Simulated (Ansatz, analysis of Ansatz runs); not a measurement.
# Local vibrational mode of the N3VH centre in diamond (r2SCAN), part 2 of 2

Subject: N3VH centre in diamond. Wanted: its local vibrational mode, in one set-up (r2SCAN, 64-site cell, r2SCAN lattice, 500 eV, k: the single point 1/4 1/4 1/4, anharmonic cut along the mode). The model is a cell of 64 host atoms with 1 site emptied, N put on another atom's site, N put on another atom's site, N put on another atom's site and H put in between. The frequencies come from force constants among the defect atom and its neighbours, with the masses of the isotopes named. A meta-GGA costs about twice a GGA and mends lattice constants and part of the gap.

Ansatz 0.2.0; r2SCAN, 64-site cell, r2SCAN lattice, 500 eV, k: the single point 1/4 1/4 1/4, anharmonic cut along the mode.

So far. Step 2 (Relaxation, charge 0): Neighbours of the added atoms: H64: C48 1.06, N4 1.92, N41 1.93 Å.

### Step 3. Local vibrational modes

A local mode lives on the defect and the atoms next to it, so only the sites listed in the input are displaced, which costs far fewer SCF runs than the whole cell would.

This step: plane-wave PAW DFT, r2SCAN; finite-displacement force constants among the atoms nearest to a defect, the others at rest.

Input file modes/input.yaml:

```yaml
crystal:
  lattice:
    - [7.12053982, 0.0, 0.0]
    - [0.0, 7.12053982, 0.0]
    - [0.0, 0.0, 7.12053982]
  atoms:
    - { symbol: C, position: [-0.001293053, -0.001110023, 0.250693178] }
    - { symbol: C, position: [-0.001260445, 0.249990101, -0.000477226] }
    - { symbol: C, position: [0.24980682, -0.001078674, -0.000478952] }
    - { symbol: "N", position: [0.239858918, 0.240039483, 0.240836565] }
    - { symbol: C, position: [0.126155614, 0.126338852, 0.370356783] }
    - { symbol: C, position: [0.125641184, 0.370006825, 0.126383733] }
    - { symbol: C, position: [0.369823035, 0.125824555, 0.12638542] }
    - { symbol: C, position: [0.000165552, 0.000349318, 0.750072073] }
    - { symbol: C, position: [0.002474673, 0.252252535, 0.498168695] }
    - { symbol: C, position: [0.252070832, 0.002657054, 0.498170178] }
    - { symbol: C, position: [0.252099248, 0.252283488, 0.747514167] }
    - { symbol: C, position: [0.125336047, 0.125518906, 0.873943141] }
    - { symbol: C, position: [0.12577239, 0.380147927, 0.624618042] }
    - { symbol: C, position: [0.379966518, 0.125954748, 0.624616063] }
    - { symbol: C, position: [0.374945335, 0.375126737, 0.875564541] }
    - { symbol: C, position: [0.002069322, 0.497714559, 0.25273001] }
    - { symbol: C, position: [-0.000255065, 0.749375484, 0.001022279] }
    - { symbol: C, position: [0.250788363, 0.498526174, 0.001958355] }
    - { symbol: C, position: [0.250719261, 0.748352144, 0.251841753] }
    - { symbol: C, position: [0.125293361, 0.624628609, 0.380444941] }
    - { symbol: C, position: [0.124513158, 0.873980256, 0.126278214] }
    - { symbol: C, position: [0.376472925, 0.626015108, 0.124768853] }
    - { symbol: C, position: [0.374910382, 0.875052459, 0.375691255] }
    - { symbol: C, position: [-0.001441972, 0.499599879, 0.751635192] }
    - { symbol: C, position: [-0.001534045, 0.751073843, 0.500304991] }
    - { symbol: "N", position: [0.239464206, 0.510196271, 0.510590123] }
    - { symbol: C, position: [0.249909123, 0.751150289, 0.751762443] }
    - { symbol: C, position: [0.124551379, 0.624490019, 0.876882515] }
    - { symbol: C, position: [0.125355053, 0.876867936, 0.625322654] }
    - { symbol: C, position: [0.370069305, 0.62461674, 0.625118485] }
    - { symbol: C, position: [0.374717585, 0.875314818, 0.875786811] }
    - { symbol: C, position: [0.497531868, 0.002249054, 0.252727192] }
[... 8 lines left out ...]
    - { symbol: "N", position: [0.510013717, 0.23964317, 0.510588113] }
[... 14 lines left out ...]
    - { symbol: C, position: [0.497346929, 0.497527728, 0.747882291] }
    - { symbol: C, position: [0.4982355, 0.748255433, 0.499313102] }
    - { symbol: C, position: [0.74807263, 0.498416196, 0.499313893] }
    - { symbol: C, position: [0.749122951, 0.749305323, 0.750382328] }
    - { symbol: C, position: [0.624472287, 0.624655138, 0.874458886] }
    - { symbol: C, position: [0.624335543, 0.873869245, 0.626100859] }
    - { symbol: C, position: [0.873686984, 0.624518342, 0.62610198] }
    - { symbol: C, position: [0.874781423, 0.874965002, 0.875852948] }
    - { symbol: H, position: [0.419888014, 0.420063497, 0.328676821] }
basis:
  ecutwfc: 500
  xc_grid: 2
hamiltonian:
  xc: r2scan
kpoints:
  mp_grid: { grid: [1, 1, 1], shift: [0.25, 0.25, 0.25] }
scf:
  occupations: { method: fermi_dirac, width: 0.01 }
  max_iter: 120
output: {}
checkpoint:
  read: "../relax.run"
phonons:
  supercell: [1, 1, 1]
  displaced_sites: [3, 25, 40, 47, 63]
```

Launch:

```console
$ ansatz run input.yaml --threads 2 --pin off --max-ram 3768MiB --backend cpu --events-out ev --progress --plain --runs-dir out
```

Numbers of over 12 decimals in the logs are rounded to 6 here.

What it wrote:

```text
[...]
Warning: the atoms were moved onto the symmetric positions of the space group found under crystal.symmetry.tolerance 1.0e-5 (fractional; [...]
Warning: basis.xc_grid 2: finite-displacement phonons take 5 at the least, and a number is run as typed, so the frequencies can be off [figures from the program's tests cut]
Warning: checkpoint.read: the run can stay near the saved state's solution: 12 site(s) moved relative to the saved geometry (max |Δs| = 3.369e-6 fractional); [...]
[...]
Crystal: 64 atoms, lattice volume = 361.026 Å³
Basis set: ecut = 500 eV, 9093 PW (Γ), exchange–correlation on 108×108×108 points (8 copies of the dense FFT grid, shifted against one another)
Bands: 192, of which v1, the nominal top of the filled ones, is band 128 counted from 1 (127 counted from 0)
Symmetry: 2 space group operations
k-points: 1
[...]
symmetry images taken by strict's conditions (phonons.symmetry_images: auto; settled by no image being taken that strict refuses)
  force constants formed among 5 of 64 sites (N 3, N 25, N 40, C 47, H 63); the other 59 at rest. The modes move the named sites alone.
  the frequencies, the zero-point energy and the sums are of the block with the acoustic sum rule laid on its rows. Row sums over every site: 1.1e-1 eV/Å² at the most
  transpose residual: 4.8e-4 eV/Å²
  largest component of a force at the reference: 4.2e-3 eV/Å on a named site, 2.0e-3 eV/Å on a site at rest
  frequencies among the named sites at Γ of the cell (cm⁻¹): 687.18 690.38 720.24 878.16 902.22 912.39 924.89 940.75 944.65 956.36 981.37 993.43 1356.30 1383.49 3279.52
  unstable modes among the named sites: 0
  frequencies as built, with no sum rule (cm⁻¹): 685.59 688.50 718.64 877.98 901.27 911.68 924.33 940.14 943.83 955.98 981.26 993.37 1356.22 1383.61 3279.41
  zero-point energy: 1.026051 eV/cell   skipped modes (ω ≤ 0): 0
  not written: the harmonic force-constant file, the file of eigenvectors (these modes' are written with the force constants), the density of states and the dispersion, which are of every site
[key lines of the parts left out:]
SCF converged after 2 iterations
Free energy (F): -16260.433053 eV
Fermi energy:    15.650539 eV
```

It took 3.5 min on 2 threads of Arm Neoverse V1, shared host; peak memory 0.84 GiB.

This step gave:

```
free energy : -16260.4331 eV
```

The modes with the largest weight on the probed atoms (the light atom of a pair), for the masses of each isotope. Modes of the displaced atoms (local only where they lie over the host's phonons):

```csv
isotopes,mode (cm⁻¹),share of the defect atoms
H,3280,0.927
H,1384,0.855
H,1356,0.865
```

### Step 4. Point 1 along the mode

A light atom samples the curved part of its well, so the energy is mapped along the mode and the one-dimensional Schrödinger equation solved on it.

This step: plane-wave PAW DFT, r2SCAN; single point of a defect supercell.

cut0/input.yaml, as its differences from modes/input.yaml of step 3:

```diff
@@ -9,3 +9,3 @@
     - { symbol: C, position: [0.24980682, -0.001078674, -0.000478952] }
-    - { symbol: "N", position: [0.239858918, 0.240039483, 0.240836565] }
+    - { symbol: "N", position: [0.239822533, 0.240003098, 0.240863324] }
     - { symbol: C, position: [0.126155614, 0.126338852, 0.370356783] }
@@ -31,3 +31,3 @@
     - { symbol: C, position: [-0.001534045, 0.751073843, 0.500304991] }
-    - { symbol: "N", position: [0.239464206, 0.510196271, 0.510590123] }
+    - { symbol: "N", position: [0.239419807, 0.510186904, 0.510636005] }
     - { symbol: C, position: [0.249909123, 0.751150289, 0.751762443] }
@@ -39,3 +39,3 @@
 [... 8 lines left out ...]
-    - { symbol: "N", position: [0.510013717, 0.23964317, 0.510588113] }
+    - { symbol: "N", position: [0.510004349, 0.239598771, 0.510633995] }
 [... 14 lines left out ...]
@@ -49,3 +49,3 @@
     - { symbol: C, position: [0.874781423, 0.874965002, 0.875852948] }
-    - { symbol: H, position: [0.419888014, 0.420063497, 0.328676821] }
+    - { symbol: H, position: [0.44346988, 0.443645362, 0.304893887] }
 basis:
@@ -60,7 +60,5 @@
   max_iter: 120
-output: {}
+output:
+  forces: true
 checkpoint:
   read: "../relax.run"
-phonons:
-  supercell: [1, 1, 1]
-  displaced_sites: [3, 25, 40, 47, 63]
```

What it wrote:

```text
[...]
Crystal: 64 atoms, lattice volume = 361.026 Å³
Basis set: ecut = 500 eV, 9093 PW (Γ), exchange–correlation on 108×108×108 points (8 copies of the dense FFT grid, shifted against one another)
Bands: 192, of which v1, the nominal top of the filled ones, is band 128 counted from 1 (127 counted from 0)
Symmetry: 2 space group operations
[...]
k-points: 1
[...]
SCF iter   7: F=-16256.726337 eV  HF=-16256.726337 eV  |F-HF|=2.23e-8  |Δ(HF+E_count)|=   1.25e-7  Δρ=5.81e-6  dr2=8.09e-8  dr2_τ=1.75e-8  ethr=3.91e-11  ⟨swp⟩=5.0  Hψ=640  notcnv=0
SCF 1 converged in 7 iterations: F = -16256.726337 eV  dr2 = 8.09e-8
[...]
SCF converged after 7 iterations
Free energy (F): -16256.726337 eV
[...]
Internal energy: -16256.726337 eV  (E = F + TS)
E sigma→0 (E₀):  -16256.726337 eV
Fermi energy:    15.680070 eV
[...]
--- Forces (eV/Å), atoms counted from 1 ---
  atom   1  C     -0.01189017    -0.01189017    -0.00446470
  atom   2  C      0.00178548     0.01187117    -0.00520641
  [... 1 atom left out ...]
  atom   4  N      0.17045343     0.17045343    -0.07435503
  atom   5  C      0.04840730     0.04840730     0.00807372
  atom   6  C      0.02362746    -0.05535874     0.03843098
  atom   7  C     -0.05535874     0.02362746     0.03843098
  [... 5 atoms left out ...]
  atom  13  C      0.05492509    -0.00890283    -0.05691439
  atom  14  C     -0.00890283     0.05492509    -0.05691439
  [... 11 atoms left out ...]
  atom  26  N      0.19655503     0.02113212    -0.19819184
  [... 14 atoms left out ...]
  atom  41  N      0.02113212     0.19655503    -0.19819184
  [... 6 atoms left out ...]
  atom  48  C     18.88052975    18.88052975   -18.55897938
  [... 15 atoms left out ...]
  atom  64  H    -18.98105460   -18.98105460    18.67008100
  max |Σ_I F_I| component: 3.00e-3 eV/Å
```

Wall time 14 s (2 threads); peak memory 0.83 GiB; 27 s of CPU time.

Read from the output:

```
free energy : -16256.7263 eV
```

The other runs of this kind differ in structure, charge or spin alone:

```csv
run,outcome,energy less the first (eV),moment (μB),time
point 1 along the mode,converged,0.0000,0.00,14 s
point 2 along the mode,converged,-2.0774,0.00,12 s
point 3 along the mode,converged,-3.0658,0.00,14 s
point 4 along the mode,converged,-3.5716,0.00,13 s
point 5 along the mode,converged,-3.6094,0.00,13 s
point 6 along the mode,converged,-3.3726,0.00,13 s
point 7 along the mode,converged,-3.0814,0.00,14 s
point 8 along the mode,converged,-2.7119,0.00,13 s
point 9 along the mode,converged,-2.3371,0.00,13 s
```

### Step 5. Anharmonic fundamental

Analysis of the runs above: one-dimensional Schroedinger equation on a polynomial through r2SCAN energies along the local mode.

It gives:

- stretch: 3137 cm⁻¹
- stretch harmonic: 3280 cm⁻¹

The energy by normal coordinate:

```csv
normal coordinate (amu½ Å),energy (eV)
-0.304,3.71
-0.223,1.63
-0.152,0.641
-0.076,0.135
0.000,0
0.076,0.0973
0.152,0.334
0.223,0.625
0.304,0.995
0.385,1.37
```

### Step 6. Results

```json
{"distance from the defect atom to its nearest neighbour": "1.065 Å", "C-H stretch, 1H": "3137 cm⁻¹", "C-H bend, 1H": "1370 cm⁻¹", "time of the whole chain": "6.8 min on 2 threads"}
```

What this shows: C-H stretch, 1H: computed 3137 cm⁻¹, measured 3107 cm⁻¹; 30 cm⁻¹ (1 %) above the measurement. C-H bend, 1H: computed 1370 cm⁻¹, measured 1405 cm⁻¹; 35 cm⁻¹ (2 %) below the measurement. The anharmonic cut moves the C-H stretch, 1H from 3280 to 3137 cm⁻¹; a straight cut leaves out the coupling to the other modes. Only the named neighbours move, so modes near the host's band are approximate. Limits: the periodic copies of the defect are only 7.1 Å apart.

[Logs are printed without paths, hosts, clocks, repeated set-up lines and the standing remarks that a program may print on its own settings, such as how far it seeks lower states.]

[Hosts, paths, dates, database ids (printed as entryN), source tags and the programs' standing remarks are cut or masked in the printed files.]

[For some hosts the program warned that the k-mesh of the response run may be too coarse for force constants and the static dielectric constant; such warnings are not shown here.]
